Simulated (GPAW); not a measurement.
LiRh (P-6m2), Li K edge of atom 2, with 6 Rh at 2.65 Å and 6 Li at 2.65 Å (anticuboctahedral, as in hcp, site symmetry -6m2). Method: GPAW, LDA, excited-electron core hole (neutral cell), 24-atom cell with 6.8 Å between holes, 3×3×3 k points, dipole transitions, Gaussian full width 0.9 eV up to 4 eV, rising linearly to 3.5 eV at 25 eV.

```xyz
2
Lattice="2.6523 0.0000 0.0000 -1.3262 2.2970 0.0000 0.0000 0.0000 4.3266" Properties=species:S:1:pos:R:3 pbc="T T T"
Rh    1.3262    0.7657    0.0000
Li    0.0000    0.0000    2.1633
```

Energy from the lowest empty level; a common scale on which the isotropic spectrum has a mean of 1 over the first 20 eV.

```csv
E (eV),curve 1,curve 2
-2.0,0.00,0.00
-1.0,0.00,0.00
0.0,0.15,0.17
1.0,1.45,0.47
2.0,1.56,0.78
3.0,0.86,0.79
4.0,0.63,0.66
5.0,0.75,0.74
6.0,0.88,0.61
7.0,1.45,1.51
8.0,1.22,1.56
9.0,1.09,1.35
10.0,1.05,1.61
11.0,1.34,1.99
12.0,1.82,1.86
13.0,1.49,1.29
14.0,0.98,0.88
15.0,0.69,0.59
16.0,0.72,0.54
17.0,0.69,0.52
18.0,0.59,0.45
19.0,0.60,0.43
20.0,0.67,0.43
21.0,0.67,0.46
22.0,0.62,0.50
23.0,0.57,0.52
24.0,0.53,0.53
25.0,0.50,0.57
26.0,0.46,0.64
27.0,0.44,0.72
28.0,0.43,0.77
29.0,0.44,0.78
30.0,0.46,0.73
31.0,0.48,0.64
32.0,0.51,0.54
```

**Question.** The curves are for the electric vector along different Cartesian axes of the cell as given, averaged over the symmetry-equivalent atoms. Which is which?

Curve 1: along x (⊥ c) (the other in-plane axis gives the same curve within 3 %), main maxima 1.5 eV (2.08), 7.2 eV (1.50) and 12.0 eV (1.82). Curve 2: along z (c), main maxima 1.7 eV (0.82), 3.5 eV (0.93), 7.5 eV (1.70) and 11.4 eV (2.06). A K edge sees empty p states on the absorber. Each direction probes the empty orbitals that point along it. The mesh is coarse (0.31 Å⁻¹ between points), so small maxima may be mesh ripples. The structure is a computed Materials Project entry and may be a hypothetical form.

[Banner, clock and machine lines of the logs are left out without a mark of their own.]

[Logs are printed without paths, hosts, clocks, repeated set-up lines and the standing remarks that a program may print on its own settings, such as how far it seeks lower states.]

[Hosts, paths, dates, database ids (printed as entryN), source tags and the programs' standing remarks are cut or masked in the printed files.]

[Lists of maxima count a maximum above −3 eV only where it reaches 4 % of the highest in the window and stands out from its surroundings by 2 % of it (1.5 % where it reaches 55 %); shoulders and weaker maxima are passed over, and of the rest the first, up to two pre-edge ones and the few strongest are named.]
